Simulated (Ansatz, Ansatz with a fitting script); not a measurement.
# AlN (P6_3mc): converging an RPA energy, part 3 of 4

How far must mesh and response cutoff go for RPA on AlN (P6_3mc)?

Ansatz 0.2.0; EXX+RPA on LDA, plane waves, norm-conserving pseudopotentials.

So far. Step 17 (Long-wave term, 4×4×2 mesh, cutoffs to 160 eV, 201 …): Extrapolated from these cutoffs, the correlation energy is -6.50 eV per atom (fit error 0.03); such a limit moves with the range of cutoffs. Step 18 (Response cutoff, 4×4×2 mesh, cutoffs to 340 eV, 595 …): Extrapolated from these cutoffs, the correlation energy is -6.75 eV per atom (fit error 0.00); such a limit moves with the range of cutoffs.

The database entry behind the starting cell differs from later determinations by our own check (inner coordinate u about 0.002 short), so it need not match the best structure at ambient conditions.

## 19. Response cutoff, 4×4×2 mesh, cutoffs to 340 eV, 624 empty bands, volume +5 %

input.yaml reads:

```yaml
crystal:
  lattice:
    - [3.1640418588, 0.0, 0.0]
    - [-1.5820209294, 2.7401406263, 0.0]
    - [0.0, 0.0, 5.0626702533]
  atoms:
    - { symbol: Al, position: [0.33333333, 0.66666667, 0.0] }
    - { symbol: Al, position: [0.66666667, 0.33333333, 0.5] }
    - { symbol: "N", position: [0.33333333, 0.66666667, 0.38] }
    - { symbol: "N", position: [0.66666667, 0.33333333, 0.88] }
kpoints:
  mp_grid: { grid: [4, 4, 2] }
hamiltonian:
  xc: lda
  pseudopotentials: { kind: nc, xc_functional: pbe }
scf:
  occupations: { method: fixed }
  convergence: { dr2_threshold: 1.0e-09 }
output:
  rpa_energy:
    ecut_chi_ladder: [204, 238, 272, 306, 340]
    long_wavelength: optical_limit
    n_empty_bands: 624
basis:
  ecutwfc: 1240.0
  xc_grid: 3
```

Command:

```bash
$ ansatz run input.yaml --threads 8 --pin off --max-ram 18432MiB --backend cpu --events-out ev --progress --plain --runs-dir out
```

The program printed:

```text
[...]
Crystal: 4 atoms, lattice volume = 43.893 Å³
Basis set: ecut = 1240 eV, 4331 PW (Γ), exchange–correlation on 120×120×180 points (27 copies of the dense FFT grid, shifted against one another)
Bands: 12, of which v1, the nominal top of the filled ones, is band 8 counted from 1 (7 counted from 0)
Symmetry: 12 space group operations
[...]
k-points: 8 of 32
[...]
( 0.0000,  0.2500,  0.5000)    0.84480     0.156860           0.156781   0.087390
    ( 0.2500,  0.2500,  0.0000)    0.99290     0.202544           0.202433   0.117580
    ( 0.0000,  0.5000,  0.0000)    1.14651     0.248675           0.248526   0.150930
    ( 0.2500,  0.2500,  0.5000)    1.17087     0.257062           0.256906   0.157311
  core–valence xc dropped  : E_EXX =      -633.042336 eV   E_EXX+RPA =      -660.127914 eV
  core–valence xc semilocal: E_EXX =      -904.019376 eV   E_EXX+RPA =      -931.104954 eV
[key lines of the parts left out:]
SCF converged after 8 iterations
Free energy (F): -919.747331 eV
Fermi energy:    6.356946 eV
```

The job ended after 2 min (8 threads of Arm Neoverse V2, shared host; peak memory 9 GiB).

This step gave:

- exact exchange energy: -168.4246 eV
- RPA correlation energy: -27.09 eV

Extrapolated from these cutoffs, the correlation energy is -6.77 eV per atom (fit error 0.00); such a limit moves with the range of cutoffs.

## 20. Bands, 4×4×2 mesh, cutoffs to 160 eV, 463 empty bands

input.yaml, the sections that differ from step 19:

```yaml
crystal:
  lattice:
    - [3.113, 0.0, 0.0]
    - [-1.5565, 2.69593708, 0.0]
    - [0.0, 0.0, 4.981]
  atoms:
    - { symbol: Al, position: [0.33333333, 0.66666667, 0.0] }
    - { symbol: Al, position: [0.66666667, 0.33333333, 0.5] }
    - { symbol: "N", position: [0.33333333, 0.66666667, 0.38] }
    - { symbol: "N", position: [0.66666667, 0.33333333, 0.88] }
output:
  rpa_energy:
    ecut_chi_ladder: [96, 112, 128, 144, 160]
    long_wavelength: optical_limit
    n_empty_bands: 463
# kpoints, hamiltonian, scf, basis: as in step 19
```

The program printed:

```text
[...]
Crystal: 4 atoms, lattice volume = 41.803 Å³
Basis set: ecut = 1240 eV, 4127 PW (Γ), exchange–correlation on 108×108×180 points (27 copies of the dense FFT grid, shifted against one another)
Bands: 12, of which v1, the nominal top of the filled ones, is band 8 counted from 1 (7 counted from 0)
Symmetry: 12 space group operations
[...]
k-points: 8 of 32
[...]
( 0.0000,  0.2500,  0.5000)    0.85865     0.157097           0.156979   0.088109
    ( 0.2500,  0.2500,  0.0000)    1.00918     0.202906           0.202742   0.118535
    ( 0.0000,  0.5000,  0.0000)    1.16531     0.249285           0.249064   0.152169
    ( 0.2500,  0.2500,  0.5000)    1.19007     0.257628           0.257397   0.158574
  core–valence xc dropped  : E_EXX =      -633.010271 eV   E_EXX+RPA =      -659.028970 eV
  core–valence xc semilocal: E_EXX =      -904.253028 eV   E_EXX+RPA =      -930.271727 eV
[key lines of the parts left out:]
SCF converged after 8 iterations
Free energy (F): -919.859578 eV
Fermi energy:    6.862126 eV
```

Wall time 38 s (8 threads); peak memory 5.7 GiB.

This step gave:

```
exact exchange energy  : -170.1357 eV
RPA correlation energy : -26.02 eV
```

Extrapolated from these cutoffs, the correlation energy is -6.50 eV per atom (fit error 0.03); such a limit moves with the range of cutoffs.

## 21. Bands, 4×4×2 mesh, cutoffs to 160 eV, 487 empty bands, volume +5 %

Edit input.yaml of step 20 so:

```diff
@@ -2,5 +2,5 @@
   lattice:
-    - [3.113, 0.0, 0.0]
-    - [-1.5565, 2.69593708, 0.0]
-    - [0.0, 0.0, 4.981]
+    - [3.1640418588, 0.0, 0.0]
+    - [-1.5820209294, 2.7401406263, 0.0]
+    - [0.0, 0.0, 5.0626702533]
   atoms:
@@ -22,3 +22,3 @@
     long_wavelength: optical_limit
-    n_empty_bands: 463
+    n_empty_bands: 487
 basis:
```

The program printed:

```text
[...]
Crystal: 4 atoms, lattice volume = 43.893 Å³
Basis set: ecut = 1240 eV, 4331 PW (Γ), exchange–correlation on 120×120×180 points (27 copies of the dense FFT grid, shifted against one another)
Bands: 12, of which v1, the nominal top of the filled ones, is band 8 counted from 1 (7 counted from 0)
Symmetry: 12 space group operations
[...]
k-points: 8 of 32
[...]
( 0.0000,  0.2500,  0.5000)    0.84480     0.156860           0.156748   0.087434
    ( 0.2500,  0.2500,  0.0000)    0.99290     0.202544           0.202386   0.117635
    ( 0.0000,  0.5000,  0.0000)    1.14651     0.248675           0.248462   0.150997
    ( 0.2500,  0.2500,  0.5000)    1.17087     0.257062           0.256840   0.157379
  core–valence xc dropped  : E_EXX =      -633.042336 eV   E_EXX+RPA =      -659.158345 eV
  core–valence xc semilocal: E_EXX =      -904.019376 eV   E_EXX+RPA =      -930.135385 eV
[key lines of the parts left out:]
SCF converged after 8 iterations
Free energy (F): -919.747331 eV
Fermi energy:    6.356946 eV
```

Wall time 45 s (8 threads); peak memory 6.2 GiB; 5.1 min of CPU time.

Numbers from this step:

| Quantity | Value |
| --- | --- |
| exact exchange energy | -168.4246 eV |
| RPA correlation energy | -26.12 eV |

Extrapolated from these cutoffs, the correlation energy is -6.53 eV per atom (fit error 0.03); such a limit moves with the range of cutoffs.

## 22. Wavefunction cutoff, 4×4×2 mesh, cutoffs to 160 eV, 192 empty bands

input.yaml, the sections that differ from step 21:

```yaml
crystal:
  lattice:
    - [3.113, 0.0, 0.0]
    - [-1.5565, 2.69593708, 0.0]
    - [0.0, 0.0, 4.981]
  atoms:
    - { symbol: Al, position: [0.33333333, 0.66666667, 0.0] }
    - { symbol: Al, position: [0.66666667, 0.33333333, 0.5] }
    - { symbol: "N", position: [0.33333333, 0.66666667, 0.38] }
    - { symbol: "N", position: [0.66666667, 0.33333333, 0.88] }
output:
  rpa_energy:
    ecut_chi_ladder: [96, 112, 128, 144, 160]
    long_wavelength: optical_limit
    n_empty_bands: 192
basis:
  ecutwfc: 868
  xc_grid: 3
# kpoints, hamiltonian, scf: as in step 21
```

The program printed:

```text
Warning: basis.ecutwfc = 868 eV is below the records' recommended 1240 eV, and the density's cutoff is lower with it unless basis.ecutrho_ratio is high enough to keep the records' density cutoff: compare with a run at a higher cutoff
[...]
Crystal: 4 atoms, lattice volume = 41.803 Å³
Basis set: ecut = 868 eV, 2429 PW (Γ), exchange–correlation on 90×90×144 points (27 copies of the dense FFT grid, shifted against one another)
[...]
( 0.0000,  0.2500,  0.5000)    0.85865     0.157252           0.156791   0.088158
    ( 0.2500,  0.2500,  0.0000)    1.00918     0.203091           0.202441   0.118599
    ( 0.0000,  0.5000,  0.0000)    1.16531     0.249476           0.248590   0.152246
    ( 0.2500,  0.2500,  0.5000)    1.19007     0.257818           0.256896   0.158653
  core–valence xc dropped  : E_EXX =      -632.815601 eV   E_EXX+RPA =      -658.817156 eV
  core–valence xc semilocal: E_EXX =      -903.956873 eV   E_EXX+RPA =      -929.958428 eV
[key lines of the parts left out:]
SCF converged after 7 iterations
Free energy (F): -919.560016 eV
Fermi energy:    6.877912 eV
```

Run time: 9.8 s. Hardware: 8 threads; peak memory 1.4 GiB; 62 s of CPU time.

Numbers from this step:

| Quantity | Value |
| --- | --- |
| exact exchange energy | -170.0968 eV |
| RPA correlation energy | -26.00 eV |

Extrapolated from these cutoffs, the correlation energy is -6.50 eV per atom (fit error 0.03); such a limit moves with the range of cutoffs.

## 23. Wavefunction cutoff, 4×4×2 mesh, cutoffs to 160 eV, 201 empty bands, volume +5 %

Edit input.yaml of step 22 so:

```diff
@@ -2,5 +2,5 @@
   lattice:
-    - [3.113, 0.0, 0.0]
-    - [-1.5565, 2.69593708, 0.0]
-    - [0.0, 0.0, 4.981]
+    - [3.1640418588, 0.0, 0.0]
+    - [-1.5820209294, 2.7401406263, 0.0]
+    - [0.0, 0.0, 5.0626702533]
   atoms:
@@ -22,3 +22,3 @@
     long_wavelength: optical_limit
-    n_empty_bands: 192
+    n_empty_bands: 201
 basis:
```

The program printed:

```text
[...]
Crystal: 4 atoms, lattice volume = 43.893 Å³
Basis set: ecut = 868 eV, 2587 PW (Γ), exchange–correlation on 96×96×150 points (27 copies of the dense FFT grid, shifted against one another)
Bands: 12, of which v1, the nominal top of the filled ones, is band 8 counted from 1 (7 counted from 0)
Symmetry: 12 space group operations
[...]
k-points: 8 of 32
[...]
( 0.0000,  0.2500,  0.5000)    0.84480     0.157023           0.156583   0.087485
    ( 0.2500,  0.2500,  0.0000)    0.99290     0.202731           0.202109   0.117701
    ( 0.0000,  0.5000,  0.0000)    1.14651     0.248869           0.248019   0.151074
    ( 0.2500,  0.2500,  0.5000)    1.17087     0.257258           0.256375   0.157460
  core–valence xc dropped  : E_EXX =      -632.848960 eV   E_EXX+RPA =      -658.946870 eV
  core–valence xc semilocal: E_EXX =      -903.724512 eV   E_EXX+RPA =      -929.822421 eV
[key lines of the parts left out:]
SCF converged after 8 iterations
Free energy (F): -919.449062 eV
Fermi energy:    6.358496 eV
```

Elapsed: 12 s, on 8 threads; peak memory 1.5 GiB.

Numbers from this step:

```yaml
exact_exchange_energy: -168.3844 eV
rpa_correlation_energy: -26.10 eV
```

Extrapolated from these cutoffs, the correlation energy is -6.52 eV per atom (fit error 0.03); such a limit moves with the range of cutoffs.

## 24. Pair-density box, 4×4×2 mesh, cutoffs to 160 eV, 192 empty bands

input.yaml, the sections that differ from step 23:

```yaml
crystal:
  lattice:
    - [3.113, 0.0, 0.0]
    - [-1.5565, 2.69593708, 0.0]
    - [0.0, 0.0, 4.981]
  atoms:
    - { symbol: Al, position: [0.33333333, 0.66666667, 0.0] }
    - { symbol: Al, position: [0.66666667, 0.33333333, 0.5] }
    - { symbol: "N", position: [0.33333333, 0.66666667, 0.38] }
    - { symbol: "N", position: [0.66666667, 0.33333333, 0.88] }
output:
  rpa_energy:
    ecut_chi_ladder: [96, 112, 128, 144, 160]
    long_wavelength: optical_limit
    n_empty_bands: 192
    ecutfock_ratio: 2
basis:
  ecutwfc: 1240.0
  xc_grid: 3
# kpoints, hamiltonian, scf: as in step 23
```

The program printed:

```text
[...]
Crystal: 4 atoms, lattice volume = 41.803 Å³
Basis set: ecut = 1240 eV, 4127 PW (Γ), exchange–correlation on 108×108×180 points (27 copies of the dense FFT grid, shifted against one another)
Bands: 12, of which v1, the nominal top of the filled ones, is band 8 counted from 1 (7 counted from 0)
Symmetry: 12 space group operations
[...]
k-points: 8 of 32
[...]
( 0.0000,  0.2500,  0.5000)    0.85865     0.157097           0.156648   0.088109
    ( 0.2500,  0.2500,  0.0000)    1.00918     0.202906           0.202271   0.118535
    ( 0.0000,  0.5000,  0.0000)    1.16531     0.249285           0.248416   0.152169
    ( 0.2500,  0.2500,  0.5000)    1.19007     0.257628           0.256723   0.158574
  core–valence xc dropped  : E_EXX =      -633.010271 eV   E_EXX+RPA =      -659.029606 eV
  core–valence xc semilocal: E_EXX =      -904.253028 eV   E_EXX+RPA =      -930.272363 eV
[key lines of the parts left out:]
SCF converged after 8 iterations
Free energy (F): -919.859578 eV
Fermi energy:    6.862126 eV
```

The job ended after 13 s (8 threads; peak memory 1.9 GiB).

This step gave:

| Item | Value |
| --- | --- |
| exact exchange energy | -170.1357 eV |
| RPA correlation energy | -26.02 eV |

Extrapolated from these cutoffs, the correlation energy is -6.50 eV per atom (fit error 0.03); such a limit moves with the range of cutoffs.

## 25. Pair-density box, 4×4×2 mesh, cutoffs to 160 eV, 201 empty bands, volume +5 %

Edit input.yaml of step 24 so:

```diff
@@ -2,5 +2,5 @@
   lattice:
-    - [3.113, 0.0, 0.0]
-    - [-1.5565, 2.69593708, 0.0]
-    - [0.0, 0.0, 4.981]
+    - [3.1640418588, 0.0, 0.0]
+    - [-1.5820209294, 2.7401406263, 0.0]
+    - [0.0, 0.0, 5.0626702533]
   atoms:
@@ -22,3 +22,3 @@
     long_wavelength: optical_limit
-    n_empty_bands: 192
+    n_empty_bands: 201
     ecutfock_ratio: 2
```

The program printed:

```text
[...]
Crystal: 4 atoms, lattice volume = 43.893 Å³
Basis set: ecut = 1240 eV, 4331 PW (Γ), exchange–correlation on 120×120×180 points (27 copies of the dense FFT grid, shifted against one another)
Bands: 12, of which v1, the nominal top of the filled ones, is band 8 counted from 1 (7 counted from 0)
Symmetry: 12 space group operations
[...]
k-points: 8 of 32
[...]
( 0.0000,  0.2500,  0.5000)    0.84480     0.156860           0.156433   0.087434
    ( 0.2500,  0.2500,  0.0000)    0.99290     0.202544           0.201936   0.117636
    ( 0.0000,  0.5000,  0.0000)    1.14651     0.248675           0.247842   0.150997
    ( 0.2500,  0.2500,  0.5000)    1.17087     0.257062           0.256196   0.157379
  core–valence xc dropped  : E_EXX =      -633.042336 eV   E_EXX+RPA =      -659.158523 eV
  core–valence xc semilocal: E_EXX =      -904.019376 eV   E_EXX+RPA =      -930.135562 eV
[key lines of the parts left out:]
SCF converged after 8 iterations
Free energy (F): -919.747331 eV
Fermi energy:    6.356946 eV
```

It took 14 s on 8 threads; peak memory 2 GiB.

Numbers from this step:

| Property | Result |
| --- | --- |
| exact exchange energy | -168.4246 eV |
| RPA correlation energy | -26.12 eV |

Extrapolated from these cutoffs, the correlation energy is -6.53 eV per atom (fit error 0.03); such a limit moves with the range of cutoffs.

## 26. k mesh, 6×6×4 mesh, cutoffs to 160 eV, 192 empty bands

input.yaml, the sections that differ from step 25:

```yaml
crystal:
  lattice:
    - [3.113, 0.0, 0.0]
    - [-1.5565, 2.69593708, 0.0]
    - [0.0, 0.0, 4.981]
  atoms:
    - { symbol: Al, position: [0.33333333, 0.66666667, 0.0] }
    - { symbol: Al, position: [0.66666667, 0.33333333, 0.5] }
    - { symbol: "N", position: [0.33333333, 0.66666667, 0.38] }
    - { symbol: "N", position: [0.66666667, 0.33333333, 0.88] }
kpoints:
  mp_grid: { grid: [6, 6, 4] }
output:
  rpa_energy:
    ecut_chi_ladder: [96, 112, 128, 144, 160]
    long_wavelength: optical_limit
    n_empty_bands: 192
# hamiltonian, scf, basis: as in step 25
```

The program printed:

```text
[...]
Crystal: 4 atoms, lattice volume = 41.803 Å³
Basis set: ecut = 1240 eV, 4127 PW (Γ), exchange–correlation on 108×108×180 points (27 copies of the dense FFT grid, shifted against one another)
Bands: 12, of which v1, the nominal top of the filled ones, is band 8 counted from 1 (7 counted from 0)
Symmetry: 12 space group operations
[...]
k-points: 21 of 144 (time reversal used)
[...]
( 0.0000,  0.1667,  0.2500)    0.50033     0.062169           0.062023   0.031493
    ( 0.0000,  0.0000,  0.5000)    0.63072     0.093574           0.093339   0.049123
    ( 0.1667,  0.1667,  0.0000)    0.67279     0.104730           0.104461   0.055637
    ( 0.0000,  0.1667,  0.5000)    0.74073     0.123712           0.123384   0.066887
  core–valence xc dropped  : E_EXX =      -633.015470 eV   E_EXX+RPA =      -659.038755 eV
  core–valence xc semilocal: E_EXX =      -904.259141 eV   E_EXX+RPA =      -930.282427 eV
[key lines of the parts left out:]
SCF converged after 8 iterations
Free energy (F): -919.893637 eV
Fermi energy:    6.850357 eV
```

Run time: 89 s. Hardware: 8 threads; peak memory 2.1 GiB; 11 min of CPU time.

This step gave:

```
exact exchange energy  : -170.0637 eV
RPA correlation energy : -26.02 eV
```

Extrapolated from these cutoffs, the correlation energy is -6.51 eV per atom (fit error 0.03); such a limit moves with the range of cutoffs.

## 27. k mesh, 6×6×4 mesh, cutoffs to 160 eV, 201 empty bands, volume +5 %

Edit input.yaml of step 26 so:

```diff
@@ -2,5 +2,5 @@
   lattice:
-    - [3.113, 0.0, 0.0]
-    - [-1.5565, 2.69593708, 0.0]
-    - [0.0, 0.0, 4.981]
+    - [3.1640418588, 0.0, 0.0]
+    - [-1.5820209294, 2.7401406263, 0.0]
+    - [0.0, 0.0, 5.0626702533]
   atoms:
@@ -22,3 +22,3 @@
     long_wavelength: optical_limit
-    n_empty_bands: 192
+    n_empty_bands: 201
 basis:
```

The program printed:

```text
[...]
Crystal: 4 atoms, lattice volume = 43.893 Å³
Basis set: ecut = 1240 eV, 4331 PW (Γ), exchange–correlation on 120×120×180 points (27 copies of the dense FFT grid, shifted against one another)
Bands: 12, of which v1, the nominal top of the filled ones, is band 8 counted from 1 (7 counted from 0)
Symmetry: 12 space group operations
[...]
k-points: 21 of 144 (time reversal used)
[...]
( 0.0000,  0.1667,  0.2500)    0.49226     0.062162           0.062024   0.031249
    ( 0.0000,  0.0000,  0.5000)    0.62054     0.093410           0.093186   0.048731
    ( 0.1667,  0.1667,  0.0000)    0.66194     0.104668           0.104413   0.055212
    ( 0.0000,  0.1667,  0.5000)    0.72878     0.123550           0.123239   0.066368
  core–valence xc dropped  : E_EXX =      -633.046696 eV   E_EXX+RPA =      -659.180456 eV
  core–valence xc semilocal: E_EXX =      -904.024800 eV   E_EXX+RPA =      -930.158561 eV
[key lines of the parts left out:]
SCF converged after 8 iterations
Free energy (F): -919.782156 eV
Fermi energy:    6.344676 eV
```

Wall time 96 s (8 threads); peak memory 2.3 GiB.

Numbers from this step:

```yaml
exact_exchange_energy: -168.3500 eV
rpa_correlation_energy: -26.13 eV
```

Extrapolated from these cutoffs, the correlation energy is -6.53 eV per atom (fit error 0.03); such a limit moves with the range of cutoffs.

## 28. Wavefunction cutoff, 4×4×2 mesh, cutoffs to 160 eV, 192 empty bands

input.yaml, the sections that differ from step 27:

```yaml
crystal:
  lattice:
    - [3.113, 0.0, 0.0]
    - [-1.5565, 2.69593708, 0.0]
    - [0.0, 0.0, 4.981]
  atoms:
    - { symbol: Al, position: [0.33333333, 0.66666667, 0.0] }
    - { symbol: Al, position: [0.66666667, 0.33333333, 0.5] }
    - { symbol: "N", position: [0.33333333, 0.66666667, 0.38] }
    - { symbol: "N", position: [0.66666667, 0.33333333, 0.88] }
kpoints:
  mp_grid: { grid: [4, 4, 2] }
output:
  rpa_energy:
    ecut_chi_ladder: [96, 112, 128, 144, 160]
    long_wavelength: optical_limit
    n_empty_bands: 192
basis:
  ecutwfc: 1612
  xc_grid: 3
# hamiltonian, scf: as in step 27
```

The program printed:

```text
[...]
Crystal: 4 atoms, lattice volume = 41.803 Å³
Basis set: ecut = 1612 eV, 6123 PW (Γ), exchange–correlation on 135×135×216 points (27 copies of the dense FFT grid, shifted against one another)
Bands: 12, of which v1, the nominal top of the filled ones, is band 8 counted from 1 (7 counted from 0)
Symmetry: 12 space group operations
[...]
k-points: 8 of 32
[...]
( 0.0000,  0.2500,  0.5000)    0.85865     0.157096           0.156647   0.088109
    ( 0.2500,  0.2500,  0.0000)    1.00918     0.202905           0.202270   0.118534
    ( 0.0000,  0.5000,  0.0000)    1.16531     0.249284           0.248415   0.152169
    ( 0.2500,  0.2500,  0.5000)    1.19007     0.257627           0.256722   0.158573
  core–valence xc dropped  : E_EXX =      -633.014161 eV   E_EXX+RPA =      -659.033722 eV
  core–valence xc semilocal: E_EXX =      -904.254281 eV   E_EXX+RPA =      -930.273842 eV
[key lines of the parts left out:]
SCF converged after 8 iterations
Free energy (F): -919.861870 eV
Fermi energy:    6.862039 eV
```

Elapsed: 16 s, on 8 threads; peak memory 2.4 GiB; 1.8 min of CPU time.

This step gave:

- exact exchange energy: -170.1366 eV
- RPA correlation energy: -26.02 eV

Extrapolated from these cutoffs, the correlation energy is -6.50 eV per atom (fit error 0.03); such a limit moves with the range of cutoffs.

[end of part 3 of 4]

[Paths, hosts, dates, memory and timing lines, banners, echoed tables and standing remarks are left out of the program output.]

[Logs are printed without paths, hosts, clocks, repeated set-up lines and the standing remarks that a program may print on its own settings, such as how far it seeks lower states.]

[Runs of the session that timed out or met a known fault of the program may be left out.]

[Hosts, paths, dates, database ids (printed as entryN), source tags and the programs' standing remarks are cut or masked in the printed files.]
